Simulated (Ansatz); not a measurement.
# How fast states decay through CsTl3F6, part 3 of 3

A new crystal, CsTl3F6: structure, gap and complex bands. It is built by putting Cs for Na in the NaTl3F6 structure of space group Fm-3m, with the volume rescaled by atomic radii. The parent structure comes from the Materials Project.

Ansatz 0.2.0; PBE DFT, plane waves, PAW files (the session's first sound run).

So far, gap on path (eV): step 3 (the bulk crystal and its band edges, PBE) 3.36; step 5 (PBEsol) 3.28.

The structure was built from a prototype and need not be the compound's stable phase.

## 6. Complex bands at another level

This step: PBEsol DFT, plane waves, PAW files; complex bands by layer matching along the plane's normal (Ansatz 0.2.0).

The complex bands at that level, over its own gap, at (0, 0) and (0, -0.5).

input.yaml reads:

```yaml
crystal:
  lattice:
    - [7.025783142, 0.0, 0.0]
    - [3.512891571, 6.084506683, 0.0]
    - [3.512891571, 2.028168894, 5.736527914]
  atoms:
    - { symbol: Cs, position: [0.0, 0.0, 0.0] }
    - { symbol: Tl, position: [0.75, 0.75, 0.75] }
    - { symbol: Tl, position: [0.25, 0.25, 0.25] }
    - { symbol: Tl, position: [0.5, 0.5, 0.5] }
    - { symbol: F, position: [0.7206346092, 0.7206346092, 0.2793653908] }
    - { symbol: F, position: [0.2793653908, 0.2793653908, 0.7206346092] }
    - { symbol: F, position: [0.2793653908, 0.7206346092, 0.2793653908] }
    - { symbol: F, position: [0.7206346092, 0.2793653908, 0.7206346092] }
    - { symbol: F, position: [0.7206346092, 0.2793653908, 0.2793653908] }
    - { symbol: F, position: [0.2793653908, 0.7206346092, 0.7206346092] }
kpoints:
  mp_grid: { grid: [4, 4, 4] }
scf:
  occupations: { method: fixed }
hamiltonian:
  xc: pbesol
output:
  eigenvalues: true
  transmission:
    leads: [[0, 0]]
    kpoints: [[0.0, 0.0], [0.0, -0.5]]
    e_range: [-1.0, 4.28]
    de: 0.09
```

Run with:

```bash
$ ansatz run input.yaml --threads 2 --pin off --max-ram 4096MiB --backend cpu --events-out ev --progress --plain --runs-dir out
```

Numbers of over 12 decimals in the logs are rounded to 6 here.

The log of the run:

```text
[...]
Crystal: 10 atoms, lattice volume = 245.228 Å³
Basis set: ecut = 420 eV, 4813 PW (Γ)
Bands: 55, of which v1, the nominal top of the filled ones, is band 45 counted from 1 (44 counted from 0)
Symmetry: 48 space group operations
[...]
k-points: 8 of 64
[...]
SCF iter   1: F=—  HF=-44277.283156 eV  |F-HF|=—  |Δ(HF+E_count)|=         —  Δρ=1.05e-2  dr2=1.76e-1  ethr=1.77e-3  ⟨swp⟩=4.8  Hψ=1403  notcnv=0  defer=53
[...]
SCF iter   7: F=-44277.239553 eV  HF=-44277.239553 eV  |F-HF|=2.65e-8  |Δ(HF+E_count)|=   2.09e-7  Δρ=1.91e-6  dr2=1.90e-8  ethr=1.11e-10  ⟨swp⟩=11.2  Hψ=1641  notcnv=0
SCF 1 converged in 7 iterations: F = -44277.239553 eV  dr2 = 1.90e-8
[...]
transmission: 8 of 16 steps passed
transmission: 16 of 16 steps passed
SCF converged after 7 iterations
Free energy (F): -44277.239553 eV
[...]
Internal energy: -44277.239553 eV  (E = F + TS)
E sigma→0 (E₀):  -44277.239553 eV
Fermi energy:    1.649047 eV
[...]
--- Band table (eV; the first three rows and the last of 8) ---
  k-point 0: bands = [... 41 lower, 0.9513, 0.9513, 1.0625, 1.0625, 5.7337, 6.6110, 6.6110, 6.6110, ... 6 higher]
  k-point 1: bands = [... 41 lower, 0.9290, 0.9290, 1.4160, 1.4160, 5.6747, 6.5120, 6.6465, 6.6465, ... 6 higher]
  k-point 2: bands = [... 41 lower, 0.8984, 0.8984, 1.6490, 1.6490, 5.6337, 6.3154, 6.7677, 6.7677, ... 6 higher]
  k-point 7: bands = [... 41 lower, 0.9888, 0.9888, 1.1018, 1.4626, 5.2077, 5.8753, 6.6920, 6.7469, ... 6 higher]
--- Transmission ---
  basis      : 379 plane waves across, 8 finite elements along
  points     : 2, as listed
[...]
crystal 0  : F6Tl3Cs1, at the sites [0, 0], period 5.7365 Å: whole cells are its period
[...]
channels       : 0.000000e0 a spin
[...]
slowest decay  : 0.3969 /Å at (0.0000, -0.5000)
```

It took 1.9 min on 2 threads of Arm Neoverse V2, shared host; peak memory 1.7 GiB.

This step gave:

```yaml
level_to_which_the_leads_are_filled: 1.641 eV from the Fermi level
decay_constant_at_the_filling_level_zone_centre: 0.5025 Å⁻¹
decay_constant_at_the_filling_level_slowest_listed_point: 0.3969 Å⁻¹
```

K parallel (0, 0); values up to 1.5 1/Å, a degenerate pair printed once or twice; energies at which all values exceed this have no row. The Im kz of the slowest decaying states by energy, zero at the highest filled level on the SCF mesh:

```tsv
energy (eV)	decay 1 (Å⁻¹)	decay 2 (Å⁻¹)	decay 3 (Å⁻¹)	decay 4 (Å⁻¹)
-1.0000	0.0903	0.129	0.169	0.338
-0.7300	0.107	0.201	0.433	0.602
-0.4600	0.318	0.492	0.630	0.713
-0.2800	0.363	0.523	0.765	0.831
-0.0100	0.407	0.415	0.561	0.894
0.2600	0.267	0.443	0.446	0.593
0.5300	0.369	0.468	0.619	0.944
0.7100	0.419	0.480	0.633	0.939
0.9800	0.479	0.492	0.653	0.932
1.2500	0.500	0.527	0.669	0.923
1.5200	0.502	0.566	0.683	0.911
1.7900	0.501	0.597	0.694	0.897
1.9700	0.498	0.615	0.701	0.888
2.2400	0.491	0.637	0.710	0.874
2.5100	0.478	0.653	0.717	0.860
2.7800	0.461	0.663	0.721	0.845
2.9600	0.446	0.666	0.719	0.835
3.2300	0.416	0.667	0.705	0.819
3.5000	0.373	0.667	0.667	0.798
3.7700	0.302	0.603	0.692	0.827
4.0400	0.206	0.501	0.653	0.838
```

K parallel (0, -0.5); values up to 1.5 1/Å, a degenerate pair printed once or twice; energies at which all values exceed this have no row. Im kz of the slowest decaying states against energy, zero at the highest filled level on the SCF mesh:

```tsv
energy (eV)	decay 1 (Å⁻¹)	decay 2 (Å⁻¹)	decay 3 (Å⁻¹)	decay 4 (Å⁻¹)
-1.0000	0.128	0.135	0.179	0.202
-0.7300	0.0917	0.151	0.172	0.175
-0.4600	0.232	0.456	0.473	0.561
-0.2800	0.299	0.520	0.529	0.653
-0.0100	0.354	0.568	0.603	0.672
0.2600	0.275	0.286	0.386	0.603
0.5300	0.379	0.392	0.404	0.630
0.7100	0.410	0.430	0.442	0.645
0.9800	0.414	0.492	0.501	0.666
1.2500	0.411	0.542	0.547	0.684
1.5200	0.401	0.583	0.593	0.688
1.7900	0.386	0.619	0.647	0.703
1.9700	0.372	0.640	0.648	0.705
2.2400	0.346	0.642	0.670	0.708
2.5100	0.310	0.623	0.696	0.710
2.7800	0.262	0.590	0.708	0.712
2.9600	0.216	0.563	0.684	0.713
3.2300	0.0914	0.516	0.642	0.713
3.5000	0.462	0.590	0.712	0.722
3.7700	0.398	0.527	0.697	0.708
4.0400	0.0989	0.319	0.447	0.670
```

At the listed wavevectors the last open channel is at -0.01 eV and the next at +3.32 eV on the grid. At +1.61 eV, the grid energy nearest the filling level (the middle of the gap on the SCF mesh), the slowest state at the listed wavevectors decays with κ = 0.397 Å⁻¹, its amplitude falling by e over 2.5 Å; the first such run, plane (111), gave 0.400 Å⁻¹.

## 7. What came out

* band gap: 3.36 eV
* least decay constant at mid-gap, normal to (111): 0.400 Å⁻¹
* least decay constant, PBEsol: 0.397 Å⁻¹

What this shows: With PBE, the slowest decay at the wavevectors tried is κ = 0.400 Å⁻¹, normal to (111). Through such a film the transmission near mid-gap falls as exp(−2κd), a factor of ten every 2.9 Å. A free electron under a barrier of half the gap would need a mass of 0.36 mₑ to decay at this rate. The slowest decay isn't at the zone centre. With PBEsol the gap goes from 3.36 to 3.28 eV and the decay constant, over the first 2 listed wavevectors, from 0.400 to 0.397 Å⁻¹. The compound is made up by substitution; its stability against other phases and against distortions of the cell's symmetry was not tested. A semilocal functional narrows gaps, while spin-orbit coupling, left out here, narrows them in compounds of heavy elements, so the error in κ can go either way.

[Logs are printed without paths, hosts, clocks, repeated set-up lines and the standing remarks that a program may print on its own settings, such as how far it seeks lower states.]

[Hosts, paths, dates, database ids (printed as entryN), source tags and the programs' standing remarks are cut or masked in the printed files.]
